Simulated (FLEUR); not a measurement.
Records of electronic-structure calculations.

```cif
data_mnpt
_symmetry_space_group_name_H-M 'P4/mmm'
_symmetry_Int_Tables_number 123
_cell_length_a 2.8300
_cell_length_b 2.8300
_cell_length_c 3.6600
_cell_angle_alpha 90.000
_cell_angle_beta 90.000
_cell_angle_gamma 90.000
_cell_volume 29.31
loop_
_atom_site_label
_atom_site_type_symbol
_atom_site_symmetry_multiplicity
_atom_site_Wyckoff_symbol
_atom_site_fract_x
_atom_site_fract_y
_atom_site_fract_z
_atom_site_occupancy
Mn1 Mn 1 a 0.00000 0.00000 0.00000 1
Pt1 Pt 1 d 0.50000 0.50000 0.50000 1
_calc_subject 'Magnetic state of MnPt from several starts'
_calc_method 'LDA (VWN); all-electron FLAPW, Dirac cores, scalar-relativistic bands (and 1 further level or step)'
_calc_program 'FLEUR MaX-R8.1'
_calc_settings_of_one_run 'kmax 3.6 1/bohr, gmax 10.8 1/bohr, muffin tin radii Mn: 2.5, Pt: 2.5 bohr, lmax Mn: [10, 8], Pt: [10, 8], hist occupations, smearing width 0.03 eV, mixer Anderson, mixing 0.05, max iterations 90, stop 2.00e-5 me/bohr³, collinear spin, 5×10×10 k-mesh, mesh matched on, starting moments 3.5 -3.5 0 0 μB'
_calc_cost '6 runs, 8.9 min in all on 4 MPI ranks of AMD EPYC 9R45, shared host (the runs of this entry)'
_calc_notes 'This is the lowest of 5 finished starts, no proof of the ground state.'
_calc_lowest_state_found 'antiferromagnetic (initial antiferro q=(1/2,1/2,0) +-)'
_calc_largest_site_spin_moment '3.65 μB'
_calc_next_finished_state 'antiferromagnetic, 77.9 meV a seeded atom higher'
_calc_energy_gained_by_spin_polarisation '1021 meV a seeded atom'
_calc_orbital_moment_on_the_atom_of_largest_spin_along_its_spin_spin_orbit_run '0.0394 μB'
```

[Logs and program files are shortened in this print: banners, set-up blocks, solver, clock and traceback lines can be left out without a mark of their own.]

[Logs are printed without paths, hosts, clocks, repeated set-up lines and the standing remarks that a program may print on its own settings, such as how far it seeks lower states.]

[Hosts, paths, dates, database ids (printed as entryN), source tags and the programs' standing remarks are cut or masked in the printed files.]

[Where a cell is said to come from a database of computed structures, the database is the Materials Project.]
